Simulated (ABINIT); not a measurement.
```cif
data_h3bro
_symmetry_space_group_name_H-M 'Cm'
_symmetry_Int_Tables_number 8
_cell_length_a 6.9728
_cell_length_b 4.9524
_cell_length_c 4.4298
_cell_angle_alpha 90.000
_cell_angle_beta 112.768
_cell_angle_gamma 90.000
_cell_volume 141.05
loop_
_atom_site_label
_atom_site_type_symbol
_atom_site_symmetry_multiplicity
_atom_site_Wyckoff_symbol
_atom_site_fract_x
_atom_site_fract_y
_atom_site_fract_z
_atom_site_occupancy
H1 H 2 a 0.68553 0.00000 0.64756 1
H2 H 4 b 0.52469 0.83263 0.31996 1
Br1 Br 2 a 0.98391 0.00000 0.01134 1
O1 O 2 a 0.53976 0.00000 0.46371 1
_calc_subject 'Quasiparticle gap of H3BrO (Cm) in ABINIT'
_calc_method 'RPA screening on PBEsol with spin-orbit coupling, plane waves, norm-conserving pseudopotentials (and 2 further levels or steps)'
_calc_program 'ABINIT 10.8.3'
_calc_settings_of_one_run 'cutoff 36 Ha, PseudoDojo fully relativistic 0.4 standard, norm-conserving, ngkpt (2, 2, 2), nband 84, ecuteps 3.6 Ha, shiftk (0, 0, 0), symchi 1, awtr 1, frequency ppm, 2×2×2 k-mesh'
_calc_cost '5 runs, 2 min in all on 8 MPI ranks of Arm Neoverse V2, shared host (the runs of this entry)'
_calc_notes 'The program’s warnings: Neglecting <n,k|[Vnl,iqr]|m,k> and nproc spkpt=  >= nkpt= * nsppol=. The cell and positions are those that the Materials Project relaxed with its own functionals (PBE, PBE+U or r2SCAN), kept fixed. Limits: screening head approximate. Only 1 of the mesh’s irreducible points was corrected, so a valley elsewhere could overtake. Bands and cutoff are finite, so the gap is not at the basis limit. The miss can reach some tenths of an eV and take either sign; the mesh is an error of its own. The 2×2×2 mesh is coarse for this cell, which bears on the long-range parts of exchange and screening.'
_calc_pbesol_gap '4.25 eV, direct'
_calc_g0w0_gap_on_the_mesh '6.39 eV'
_calc_gw_settings '2×2×2 mesh, 84 bands, screening to 98 eV, Godby-Needs plasmon pole'
_calc_known_limits 'not at the basis limit; screening head approximate; coarse k mesh'
```

[Paths, hosts, dates, memory and timing lines, banners, echoed tables and standing remarks are left out of the program output.]

[Logs are printed without paths, hosts, clocks, repeated set-up lines and the standing remarks that a program may print on its own settings, such as how far it seeks lower states.]

[Runs of the session that timed out or met a known fault of the program may be left out.]

[Hosts, paths, dates, database ids (printed as entryN), source tags and the programs' standing remarks are cut or masked in the printed files.]

[G0W0 gaps are taken among the corrected bands and points alone; a level outside them can change the order at an edge.]

[Where Ansatz stands beside ABINIT at settings called matched, ABINIT's density can come from a denser mesh and the files from another edition; pairs whose starting gaps differed by over 0.03 eV were left out, so agreement reads better than it is.]
